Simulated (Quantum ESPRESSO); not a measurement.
# NaF (Villiaumite): the optical phonon under strain

How far does biaxial strain in the (001) plane shift the zone-centre optical mode of NaF (Villiaumite)?

Calculated with Quantum ESPRESSO 7.5; DFT LDA, scalar-relativistic, plane waves, GBRV ultrasoft pseudopotentials.

## (1) Set-up

It takes space group Fm-3m (No. 225, cubic). Conventional cell: a = 4.523 Å, b = 4.523 Å, c = 4.523 Å, α = 90.00°, β = 90.00°, γ = 90.00°. Na has 6 F at 2.26 Å nearest. Nearest to F lie 6 Na at 2.26 Å. Farther neighbours and most contacts between anions are not listed.

Coordinates:

```
CELL_PARAMETERS angstrom
-2.26143 0.00000 2.26143
0.00000 2.26143 2.26143
-2.26143 2.26143 0.00000
ATOMIC_POSITIONS crystal
Na 0.00000 0.00000 0.00000
F 0.50000 0.50000 0.50000
```

This is the cell after its relaxation at this level of theory, not the database cell from which that began.

## (2) Uniaxial strain

The relaxed cell is stretched along z alone. This keeps all atoms on sites fixed by symmetry and splits the threefold mode into a singlet, polarised along z, and a doublet. The macroscopic field is left out, so these are transverse modes. Cutoff 55 Ry, k mesh 8×8×8.

From the response at ε_zz = 0.01:

What it wrote:

```text
[banners, grids, parts of the stress and lines that vanish by symmetry left out]
Program PHONON v.7.5
     Reading xml data from directory:

[...]
Exchange-correlation= PZ
                           (   1   1   0   0   0   0   0)
[...]
kinetic-energy cut-off    =      55.0000  Ry
     charge density cut-off    =     440.0000  Ry
     convergence threshold     =      1.0E-18
[...]
Exchange-correlation= PZ
                           (   1   1   0   0   0   0   0)
[...]
q = (   0.0000000   0.0000000   0.0000000 )
     17 Sym.Ops. (with q -> -q+G )
     G cutoff =  411.1774  (  24517 G-vectors)     FFT grid: ( 45, 45, 45)
     G cutoff =  205.5887  (   8673 G-vectors)  smooth grid: ( 30, 30, 30)
     number of k points=    59
[...]
Mode symmetry, D_4h(4/mmm) point group:
[...]
Representation #   1 mode #   1
[...]
End of self-consistent calculation
     Convergence has been achieved
     Representation #   2 mode #   2
[...]
End of self-consistent calculation
     Convergence has been achieved
     Representation #   3 modes #   3   4
[...]
End of self-consistent calculation
     Convergence has been achieved
     Representation #   4 modes #   5   6
[...]
End of self-consistent calculation
     Convergence has been achieved
[...]
q = (    0.000000000   0.000000000   0.000000000 )
[...]
freq (    1) =      -0.402916 [THz] =     -13.439833 [cm-1]
     freq (    2) =      -0.376019 [THz] =     -12.542643 [cm-1]
     freq (    3) =      -0.376019 [THz] =     -12.542643 [cm-1]
     freq (    4) =       7.651891 [THz] =     255.239610 [cm-1]
     freq (    5) =       8.357570 [THz] =     278.778535 [cm-1]
     freq (    6) =       8.357570 [THz] =     278.778535 [cm-1]
[...]
Mode symmetry, D_4h(4/mmm) point group:
     freq (   1-   1) =        -13.4  [cm-1]   --> A_2u X_4' M_4'  I
     freq (   2-   3) =        -12.5  [cm-1]   --> E_u  X_5' M_5'  I
     freq (   4-   4) =        255.2  [cm-1]   --> A_2u X_4' M_4'  I
     freq (   5-   6) =        278.8  [cm-1]   --> E_u  X_5' M_5'  I

   JOB DONE.
```

```csv
ε_zz,singlet (cm⁻¹),doublet (cm⁻¹),σ_zz (GPa),σ_xx (GPa)
-0.01,300.38,275.68,-1.485,-0.296
-0.005,288.73,276.53,-0.740,-0.168
0,277.30,277.30,-0.043,-0.043
0.005,266.29,278.06,0.609,0.080
0.01,255.24,278.78,1.217,0.200
```

Stress is counted positive in tension.

## (3) The fit

To first order ω² − ω₀² = p ε_zz + q (ε_xx + ε_yy) for the mode along z, and likewise for x and y. With ε_zz alone the singlet gives p and the doublet q.

The linear terms of parabolas through ω² are p = -16.29 ω₀² and q = 1.11 ω₀², with ω₀ = 277.3 cm⁻¹. Those of the stresses are C11 = 135 GPa and C12 = 25 GPa. Under hydrostatic strain p and q imply γ = −(p + 2q)/(6 ω₀²) = 2.34.

A layer held to an in-plane strain ε and free along z takes ε_zz = −2 (C12/C11) ε = -0.367 ε. To first order the singlet then shifts by (q − p C12/C11) ε / ω₀ = 1138 ε cm⁻¹. For ε = 0.006, ε_zz = -0.00220, the formulas for ω² predict 284.04 cm⁻¹ for the singlet and 264.02 cm⁻¹ for the doublet.

## (4) A biaxially strained cell

This run was no part of the fit.

What it wrote:

```text
[banners, grids, parts of the stress and lines that vanish by symmetry left out]
[banner, memory and clock lines left out]
Program PHONON v.7.5

[...]
Exchange-correlation= PZ
                           (   1   1   0   0   0   0   0)
[...]
kinetic-energy cut-off    =      55.0000  Ry
     charge density cut-off    =     440.0000  Ry
     convergence threshold     =      1.0E-18
[...]
Exchange-correlation= PZ
                           (   1   1   0   0   0   0   0)
[...]
q = (   0.0000000   0.0000000   0.0000000 )
     17 Sym.Ops. (with q -> -q+G )
     G cutoff =  408.6414  (  24573 G-vectors)     FFT grid: ( 45, 45, 45)
     G cutoff =  204.3207  (   8713 G-vectors)  smooth grid: ( 30, 30, 30)
     number of k points=    59
[...]
Mode symmetry, D_4h(4/mmm) point group:
[...]
Representation #   1 mode #   1
[...]
End of self-consistent calculation
     Convergence has been achieved
     Representation #   2 mode #   2
[...]
End of self-consistent calculation
     Convergence has been achieved
     Representation #   3 modes #   3   4
[...]
End of self-consistent calculation
     Convergence has been achieved
     Representation #   4 modes #   5   6
[...]
End of self-consistent calculation
     Convergence has been achieved
[...]
q = (    0.000000000   0.000000000   0.000000000 )
[...]
freq (    1) =      -0.393142 [THz] =     -13.113806 [cm-1]
     freq (    2) =      -0.380778 [THz] =     -12.701390 [cm-1]
     freq (    3) =      -0.380778 [THz] =     -12.701390 [cm-1]
     freq (    4) =       7.932660 [THz] =     264.605071 [cm-1]
     freq (    5) =       7.932660 [THz] =     264.605071 [cm-1]
     freq (    6) =       8.515262 [THz] =     284.038565 [cm-1]
[...]
Mode symmetry, D_4h(4/mmm) point group:
     freq (   1-   1) =        -13.1  [cm-1]   --> A_2u X_4' M_4'  I
     freq (   2-   3) =        -12.7  [cm-1]   --> E_u  X_5' M_5'  I
     freq (   4-   5) =        264.6  [cm-1]   --> E_u  X_5' M_5'  I
     freq (   6-   6) =        284.0  [cm-1]   --> A_2u X_4' M_4'  I
```

```csv
mode,predicted (cm⁻¹),run (cm⁻¹)
singlet,284.04,284.04
doublet,264.02,264.61
```

The stress along z is -0.045 GPa and that in the plane 0.822 GPa; the unstrained cell carries -0.043 GPa.

## (5) What came out

| Quantity | Value |
| --- | --- |
| p (in units of the squared frequency) | -16.29 |
| q (same units) | 1.115 |
| shift of the singlet per unit of biaxial strain | 1138 cm⁻¹ |
| C11 and C12 | 135 and 25 GPa |

**Reading.** To first order, one per cent of tensile biaxial strain moves the singlet of NaF (Villiaumite) by 11.4 cm⁻¹ and the doublet by -21.6 cm⁻¹; the formulas miss the test run by up to 0.59 cm⁻¹. In the rock-salt structure this mode is infrared active and has no first-order Raman line. The third potential, r, needs shear strain, which was not run. The acoustic modes of the response miss zero by 14 cm⁻¹, a numerical error that can touch the optical modes as well. These are harmonic values at zero temperature.

[Host names and launcher messages were left out of these logs when they were recorded.]

[Logs are printed without paths, hosts, clocks, repeated set-up lines and the standing remarks that a program may print on its own settings, such as how far it seeks lower states.]

[Hosts, paths, dates, database ids (printed as entryN), source tags and the programs' standing remarks are cut or masked in the printed files.]
